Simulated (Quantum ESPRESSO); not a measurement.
## Mn3Si: orders under biaxial strain

Wanted: the trend of the moments of Mn3Si with biaxial strain.

Main program and level: Quantum ESPRESSO 7.5; PBEsol; plane waves with GBRV 1.5 PBEsol potentials, no spin-orbit coupling.

## Step 1: The structure

It takes space group Fm-3m (No. 225, cubic). Conventional cell: a = 5.722 Å, b = 5.722 Å, c = 5.722 Å, α = 90.00°, β = 90.00°, γ = 90.00°. Nearest to Mn lie 8 Mn at 2.48 Å and 6 Si at 2.86 Å. Mn has 4 Si at 2.48 Å and 4 Mn at 2.48 Å nearest. Nearest to Si lie 14 Mn at 2.48 to 2.86 Å. Farther neighbours are not listed.

As a file:

```cif
data_structure
_symmetry_space_group_name_H-M 'Fm-3m'
_symmetry_Int_Tables_number 225
_cell_length_a 5.7220
_cell_length_b 5.7220
_cell_length_c 5.7220
_cell_angle_alpha 90.000
_cell_angle_beta 90.000
_cell_angle_gamma 90.000
_cell_volume 187.35
loop_
_atom_site_label
_atom_site_type_symbol
_atom_site_symmetry_multiplicity
_atom_site_Wyckoff_symbol
_atom_site_fract_x
_atom_site_fract_y
_atom_site_fract_z
_atom_site_occupancy
Mn1 Mn 4 b 0.50000 0.00000 0.00000 1
Mn2 Mn 8 c 0.25000 0.75000 0.75000 1
Si1 Si 4 a 0.00000 0.00000 0.00000 1
```

The cell comes from the Crystallography Open Database.

## Step 2: Biaxial 0.94, ferro +++

Lengths in the Cartesian xy plane scale by the factor; z is kept. Atoms keep their fractional places. Seeded atoms are those given a starting moment.

pw.in reads:

```
&CONTROL
  calculation = 'scf'
  prefix = 'pwscf'
  outdir = './tmp'
  pseudo_dir = './pseudo'
  disk_io = 'nowf'
  tprnfor = .true.
  tstress = .true.
/
&SYSTEM
  ibrav = 0
  nat = 4
  ntyp = 2
  ecutwfc = 40
  ecutrho = 280
  nbnd = 39
  occupations = 'smearing'
  smearing = 'fd'
  degauss = 0.00734986
  nspin = 2
  starting_magnetization(1) = 0.2333
  starting_magnetization(2) = 0
/
&ELECTRONS
  conv_thr = 8d-09
  electron_maxstep = 150
  mixing_beta = 0.3
/
ATOMIC_SPECIES
Mn     54.9380 mn_pbesol_v1.5.uspp.F.UPF
Si     28.0850 si_pbesol_v1.uspp.F.UPF
CELL_PARAMETERS bohr
   0.0000000000    5.0821160560    5.4065064426
   5.0821160560    0.0000000000    5.4065064426
   5.0821160560    5.0821160560    0.0000000000
ATOMIC_POSITIONS crystal
Mn      0.5000000000    0.5000000000    0.5000000000
Mn      0.2500000000    0.2500000000    0.2500000000
Mn      0.7500000000    0.7500000000    0.7500000000
Si      0.0000000000    0.0000000000    0.0000000000
K_POINTS automatic
8 8 8 0 0 0
```

Run with:

```console
OMP_NUM_THREADS=1 mpirun -n 2 pw.x -nk 2 -in pw.in > pw.out
```

What it wrote:

```text
Program PWSCF v.7.5 starts

     Message from routine setup:
     using ibrav=0 with symmetry is DISCOURAGED, use correct ibrav instead

     K-points division:     npool     =       2
     Subspace diagonalization in iterative solution of the eigenvalue problem:

     bravais-lattice index     =            0
     lattice parameter (alat)  =       7.4201  a.u.
     unit-cell volume          =     279.2775 (a.u.)^3
     number of atoms/cell      =            4
     number of atomic types    =            2
     number of electrons       =        49.00
     number of Kohn-Sham states=           39
     kinetic-energy cutoff     =      40.0000  Ry
     charge density cutoff     =     280.0000  Ry
     scf convergence threshold =      8.0E-09
     mixing beta               =       0.3000
     number of iterations used =            8  plain     mixing
     Exchange-correlation= SLA  PW   PSX  PSC
                           (   1   4  10   8   0   0   0)

     celldm(1)=   7.420122  celldm(2)=   0.000000  celldm(3)=   0.000000
     celldm(4)=   0.000000  celldm(5)=   0.000000  celldm(6)=   0.000000

     crystal axes: (cart. coord. in units of alat)
               a(1) = (   0.000000   0.684910   0.728628 )
               a(2) = (   0.684910   0.000000   0.728628 )
               a(3) = (   0.684910   0.684910   0.000000 )

     reciprocal axes: (cart. coord. in units 2 pi/alat)
               b(1) = ( -0.730023  0.730023  0.686222 )
               b(2) = (  0.730023 -0.730023  0.686222 )
               b(3) = (  0.730023  0.730023 -0.686222 )

     PseudoPot. # 1 for Mn read from file:
     mn_pbesol_v1.5.uspp.F.UPF
     Pseudo is Ultrasoft + core correction, Zval = 15.0

     PseudoPot. # 2 for Si read from file:
     si_pbesol_v1.uspp.F.UPF
     Pseudo is Ultrasoft + core correction, Zval =  4.0

     atomic species   valence    mass     pseudopotential
     Mn               15.00    54.93800     Mn( 1.00)
     Si                4.00    28.08500     Si( 1.00)

     Starting magnetic structure
     atomic species   magnetization
     Mn              0.233
     Si              0.000

     16 Sym. Ops., with inversion, found

   Cartesian axes

     site n.     atom                  positions (alat units)
         1        Mn     tau(   1) = (   0.6849100   0.6849100   0.7286277  )
         2        Mn     tau(   2) = (   0.3424550   0.3424550   0.3643138  )
         3        Mn     tau(   3) = (   1.0273650   1.0273650   1.0929415  )
         4        Si     tau(   4) = (   0.0000000   0.0000000   0.0000000  )

     number of k points=    59  Fermi-Dirac smearing, width (Ry)=  0.0073
                       cart. coord. in units 2pi/alat
        k(    1) = (   0.0000000   0.0000000   0.0000000), wk =   0.0019531
        k(    2) = (   0.0912529   0.0912529  -0.0857777), wk =   0.0156250
        k(    3) = (   0.1825057   0.1825057  -0.1715554), wk =   0.0156250
        k(    4) = (   0.2737586   0.2737586  -0.2573331), wk =   0.0156250
        k(    5) = (  -0.3650115  -0.3650115   0.3431108), wk =   0.0078125
        [... 54 further k-points ...]

     Dense  grid:    22093 G-vectors     FFT dimensions: (  40,  40,  40)

     Smooth grid:     9577 G-vectors     FFT dimensions: (  30,  30,  30)

     Check: negative core charge=   -0.000063
     Generating pointlists ...
     new r_m :   0.2500 (alat units)  1.8549 (a.u.) for type    1
     new r_m :   0.2500 (alat units)  1.8549 (a.u.) for type    2

     Initial potential from superposition of free atoms

     starting charge      47.4991, renormalised to      49.0000
     Starting wfcs are   43 randomized atomic wfcs

     Self-consistent Calculation

     iteration #  1     ecut=    40.00 Ry     beta= 0.30
     Davidson diagonalization with overlap
     ethr =  1.00E-02,  avg # of iterations =  4.9

     total energy              =    -641.80016230 Ry
     estimated scf accuracy    <       4.67452509 Ry

     total magnetization       =     3.95 Bohr mag/cell
     absolute magnetization    =     4.18 Bohr mag/cell

     iteration #  2     ecut=    40.00 Ry     beta= 0.30
     Davidson diagonalization with overlap
     ethr =  9.54E-03,  avg # of iterations =  2.0

     total energy              =    -642.73098085 Ry
     estimated scf accuracy    <       0.40541819 Ry

     total magnetization       =     6.09 Bohr mag/cell
     absolute magnetization    =     6.34 Bohr mag/cell

     [... further iterations left out ...]

     iteration # 23     ecut=    40.00 Ry     beta= 0.30
     Davidson diagonalization with overlap
     ethr =  1.74E-09,  avg # of iterations =  1.1

     total energy              =    -642.90308526 Ry
     estimated scf accuracy    <       0.00000003 Ry

     total magnetization       =     1.35 Bohr mag/cell
     absolute magnetization    =     2.66 Bohr mag/cell

     iteration # 24     ecut=    40.00 Ry     beta= 0.30
     Davidson diagonalization with overlap
     ethr =  5.79E-11,  avg # of iterations =  2.0

     Magnetic moment per site  (integrated on atomic sphere of radius R)
     atom   1 (R=0.250)  charge= 13.2215  magn=  1.8754
     atom   2 (R=0.250)  charge= 13.2989  magn= -0.2977
     atom   3 (R=0.250)  charge= 13.2989  magn= -0.2977
     atom   4 (R=0.250)  charge=  2.0495  magn=  0.0181

     End of self-consistent calculation

     Number of k-points >= 100: set verbosity='high' to print the bands.

     the Fermi energy is    19.5563 ev

!    total energy              =    -642.90308529 Ry
     estimated scf accuracy    <          5.5E-10 Ry
     smearing contrib. (-TS)   =      -0.00993276 Ry
     internal energy E=F+TS    =    -642.89315253 Ry

     The total energy is F=E-TS. E is the sum of the following terms:
     one-electron contribution =    -274.72746621 Ry
     hartree contribution      =     168.77763054 Ry
     xc contribution           =     -83.66413178 Ry
     ewald contribution        =    -453.27918507 Ry

     total magnetization       =     1.35 Bohr mag/cell
     absolute magnetization    =     2.66 Bohr mag/cell

     convergence has been achieved in  24 iterations

     Forces acting on atoms (cartesian axes, Ry/au):

     atom    1 type  1   force =     0.00000000   -0.00000000    0.00000000
     atom    2 type  1   force =     0.00000000   -0.00000000    0.00000000
     atom    3 type  1   force =     0.00000000    0.00000000    0.00000000
     atom    4 type  2   force =    -0.00000000    0.00000000   -0.00000000

     Total force =     0.000000     Total SCF correction =     0.000000

     Computing stress (Cartesian axis) and pressure

          total   stress  (Ry/bohr**3)                   (kbar)     P=       99.35
   0.00087575  -0.00000000  -0.00000000          128.83       -0.00       -0.00
  -0.00000000   0.00087575   0.00000000           -0.00      128.83        0.00
  -0.00000000   0.00000000   0.00027468           -0.00        0.00       40.41

=------------------------------------------------------------------------------=
   JOB DONE.
=------------------------------------------------------------------------------=
```

Elapsed: 96 s, on 2 MPI ranks of Arm Neoverse V2, shared host; peak memory 0.28 GiB; 3.2 min of CPU time.

Spin moment in the atom's sphere by atom:

| atom | spin moment in the atom's sphere (μB) |
| --- | --- |
| Mn1 | 1.88 |
| Mn2 | -0.30 |
| Mn3 | -0.30 |
| Si4 | 0.02 |

This step gave:

```
smearing term TS       : 0.1351 eV
pressure               : 9.935 GPa
magnetization          : 1.35 μB
absolute magnetization : 2.658 μB
final state            : ferrimagnetic
```

The typed signs were not kept.

## Step 3: Biaxial 0.94, ferri +--

pw.in reads:

```
&CONTROL
  calculation = 'scf'
  prefix = 'pwscf'
  outdir = './tmp'
  pseudo_dir = './pseudo'
  disk_io = 'nowf'
  tprnfor = .true.
  tstress = .true.
/
&SYSTEM
  ibrav = 0
  nat = 4
  ntyp = 3
  ecutwfc = 40
  ecutrho = 280
  nbnd = 35
  occupations = 'smearing'
  smearing = 'fd'
  degauss = 0.00734986
  nspin = 2
  starting_magnetization(1) = 0.2333
  starting_magnetization(2) = -0.2333
  starting_magnetization(3) = 0
/
&ELECTRONS
  conv_thr = 8d-09
  electron_maxstep = 150
  mixing_beta = 0.3
/
ATOMIC_SPECIES
Mn1    54.9380 mn_pbesol_v1.5.uspp.F.UPF
Mn2    54.9380 mn_pbesol_v1.5.uspp.F.UPF
Si     28.0850 si_pbesol_v1.uspp.F.UPF
CELL_PARAMETERS bohr
   0.0000000000    5.0821160560    5.4065064426
   5.0821160560    0.0000000000    5.4065064426
   5.0821160560    5.0821160560    0.0000000000
ATOMIC_POSITIONS crystal
Mn1     0.5000000000    0.5000000000    0.5000000000
Mn2     0.2500000000    0.2500000000    0.2500000000
Mn2     0.7500000000    0.7500000000    0.7500000000
Si      0.0000000000    0.0000000000    0.0000000000
K_POINTS automatic
8 8 8 0 0 0
```

What it wrote:

```text
     [... lines left out ...]
Program PWSCF v.7.5 starts
     [... lines left out ...]
     number of atoms/cell      =            4
     [... lines left out ...]
     number of electrons       =        49.00
     number of Kohn-Sham states=           35
     kinetic-energy cutoff     =      40.0000  Ry
     charge density cutoff     =     280.0000  Ry
     scf convergence threshold =      8.0E-09
     [... lines left out ...]
     16 Sym. Ops., with inversion, found
     [... lines left out ...]
     number of k points=    59  Fermi-Dirac smearing, width (Ry)=  0.0073
     [... lines left out ...]
     iteration # 18     ecut=    40.00 Ry     beta= 0.30
     [... lines left out ...]
     Magnetic moment per site  (integrated on atomic sphere of radius R)
     atom   1 (R=0.250)  charge= 13.2215  magn=  1.8758
     atom   2 (R=0.250)  charge= 13.2989  magn= -0.2984
     atom   3 (R=0.250)  charge= 13.2989  magn= -0.2984
     atom   4 (R=0.250)  charge=  2.0495  magn=  0.0182
     [... lines left out ...]
     the Fermi energy is    19.5565 ev
!    total energy              =    -642.90308528 Ry
     estimated scf accuracy    <          7.4E-09 Ry
     smearing contrib. (-TS)   =      -0.00993092 Ry
     [... lines left out ...]
     total magnetization       =     1.35 Bohr mag/cell
     absolute magnetization    =     2.66 Bohr mag/cell
     convergence has been achieved in  18 iterations
     [... lines left out ...]
     Total force =     0.000000     Total SCF correction =     0.000000
     [... lines left out ...]
          total   stress  (Ry/bohr**3)                   (kbar)     P=       99.16
     [... lines left out ...]
```

The job ended after 73 s (2 MPI ranks; peak memory 0.28 GiB; 2.4 min of CPU time).

Spin moment in the atom's sphere by atom:

| atom | spin moment in the atom's sphere (μB) |
| --- | --- |
| Mn1 | 1.88 |
| Mn2 | -0.30 |
| Mn3 | -0.30 |
| Si4 | 0.02 |

Read from the output:

```yaml
smearing_term_ts: 0.1351 eV
pressure: 9.916 GPa
magnetization: 1.349 μB
absolute_magnetization: 2.66 μB
final_state: ferrimagnetic
```

## Step 4: Biaxial 0.94, no spin polarisation

pw.in reads:

```
&CONTROL
  calculation = 'scf'
  prefix = 'pwscf'
  outdir = './tmp'
  pseudo_dir = './pseudo'
  disk_io = 'nowf'
  tprnfor = .true.
  tstress = .true.
/
&SYSTEM
  ibrav = 0
  nat = 4
  ntyp = 2
  ecutwfc = 40
  ecutrho = 280
  nbnd = 33
  occupations = 'smearing'
  smearing = 'fd'
  degauss = 0.00734986
/
&ELECTRONS
  conv_thr = 8d-09
  electron_maxstep = 150
  mixing_beta = 0.3
/
ATOMIC_SPECIES
Mn     54.9380 mn_pbesol_v1.5.uspp.F.UPF
Si     28.0850 si_pbesol_v1.uspp.F.UPF
CELL_PARAMETERS bohr
   0.0000000000    5.0821160560    5.4065064426
   5.0821160560    0.0000000000    5.4065064426
   5.0821160560    5.0821160560    0.0000000000
ATOMIC_POSITIONS crystal
Mn      0.5000000000    0.5000000000    0.5000000000
Mn      0.2500000000    0.2500000000    0.2500000000
Mn      0.7500000000    0.7500000000    0.7500000000
Si      0.0000000000    0.0000000000    0.0000000000
K_POINTS automatic
8 8 8 0 0 0
```

What it wrote:

```text
     [... lines left out ...]
Program PWSCF v.7.5 starts
     [... lines left out ...]
     number of atoms/cell      =            4
     [... lines left out ...]
     number of electrons       =        49.00
     number of Kohn-Sham states=           33
     kinetic-energy cutoff     =      40.0000  Ry
     charge density cutoff     =     280.0000  Ry
     scf convergence threshold =      8.0E-09
     [... lines left out ...]
     16 Sym. Ops., with inversion, found
     [... lines left out ...]
     number of k points=    59  Fermi-Dirac smearing, width (Ry)=  0.0073
     [... lines left out ...]
     iteration # 14     ecut=    40.00 Ry     beta= 0.30
     [... lines left out ...]
     the Fermi energy is    19.6773 ev
!    total energy              =    -642.88809361 Ry
     estimated scf accuracy    <          1.4E-09 Ry
     smearing contrib. (-TS)   =      -0.01341700 Ry
     [... lines left out ...]
     convergence has been achieved in  14 iterations
     [... lines left out ...]
     Total force =     0.000000     Total SCF correction =     0.000000
     [... lines left out ...]
          total   stress  (Ry/bohr**3)                   (kbar)     P=       42.59
     [... lines left out ...]
```

It took 28 s on 2 MPI ranks; peak memory 0.22 GiB; 55 s of CPU time.

Read from the output:

| Property | Result |
| --- | --- |
| smearing term TS | 0.1825 eV |
| pressure | 4.259 GPa |
| final state | non-magnetic (no spin polarisation) |

## Step 5: Biaxial 1.06, ferro +++

pw.in: that of step 4 with these lines changed.

```diff
@@ -15,3 +15,3 @@
   ecutrho = 280
-  nbnd = 33
+  nbnd = 39
   occupations = 'smearing'
@@ -19,2 +19,5 @@
   degauss = 0.00734986
+  nspin = 2
+  starting_magnetization(1) = 0.2333
+  starting_magnetization(2) = 0
 /
@@ -29,5 +32,5 @@
 CELL_PARAMETERS bohr
-   0.0000000000    5.0821160560    5.4065064426
-   5.0821160560    0.0000000000    5.4065064426
-   5.0821160560    5.0821160560    0.0000000000
+   0.0000000000    5.7308968291    5.4065064426
+   5.7308968291    0.0000000000    5.4065064426
+   5.7308968291    5.7308968291    0.0000000000
 ATOMIC_POSITIONS crystal
```

What it wrote:

```text
     [... lines left out ...]
Program PWSCF v.7.5 starts
     [... lines left out ...]
     number of atoms/cell      =            4
     [... lines left out ...]
     number of electrons       =        49.00
     number of Kohn-Sham states=           39
     kinetic-energy cutoff     =      40.0000  Ry
     charge density cutoff     =     280.0000  Ry
     scf convergence threshold =      8.0E-09
     [... lines left out ...]
     16 Sym. Ops., with inversion, found
     [... lines left out ...]
     number of k points=    59  Fermi-Dirac smearing, width (Ry)=  0.0073
     [... lines left out ...]
     iteration #150     ecut=    40.00 Ry     beta= 0.30
     [... lines left out ...]
     estimated scf accuracy    <       0.00038342 Ry
     total magnetization       =     5.10 Bohr mag/cell
     absolute magnetization    =     5.42 Bohr mag/cell
     [... lines left out ...]
     convergence NOT achieved after 150 iterations: stopping
[key lines of the parts left out:]
total energy              =    -642.79397627 Ry
```

Elapsed: 15 min, on 2 MPI ranks; peak memory 0.33 GiB.

Residual by cycle:

cycle, log10 residual and a bar from the least value:
```
        1        1.9 ##############################
       15       -2.1 ###
       28       -1.7 ######
       42       -2.6 
       55       -1.8 ######
       69       -1.9 #####
       82       -2.1 ###
       96       -1.5 ########
      109       -1.5 ########
      123       -1.9 #####
      136       -1.1 ##########
      150       -2.3 ##
```

The run stopped without converging, so none of its numbers is a property of the system.

After 150 cycles the residual stands at 0.0052, against 0.064 at cycle 76 and a least value of 0.0018. The cap of 150 cycles in the input ended the loop.

(Part 1 of 2 ends here.)

[Logs and program files are shortened in this print: banners, set-up blocks, solver, clock and traceback lines can be left out without a mark of their own.]

[Logs are printed without paths, hosts, clocks, repeated set-up lines and the standing remarks that a program may print on its own settings, such as how far it seeks lower states.]

[Hosts, paths, dates, database ids (printed as entryN), source tags and the programs' standing remarks are cut or masked in the printed files.]

[Where a cell is said to come from a database of computed structures, the database is the Materials Project.]
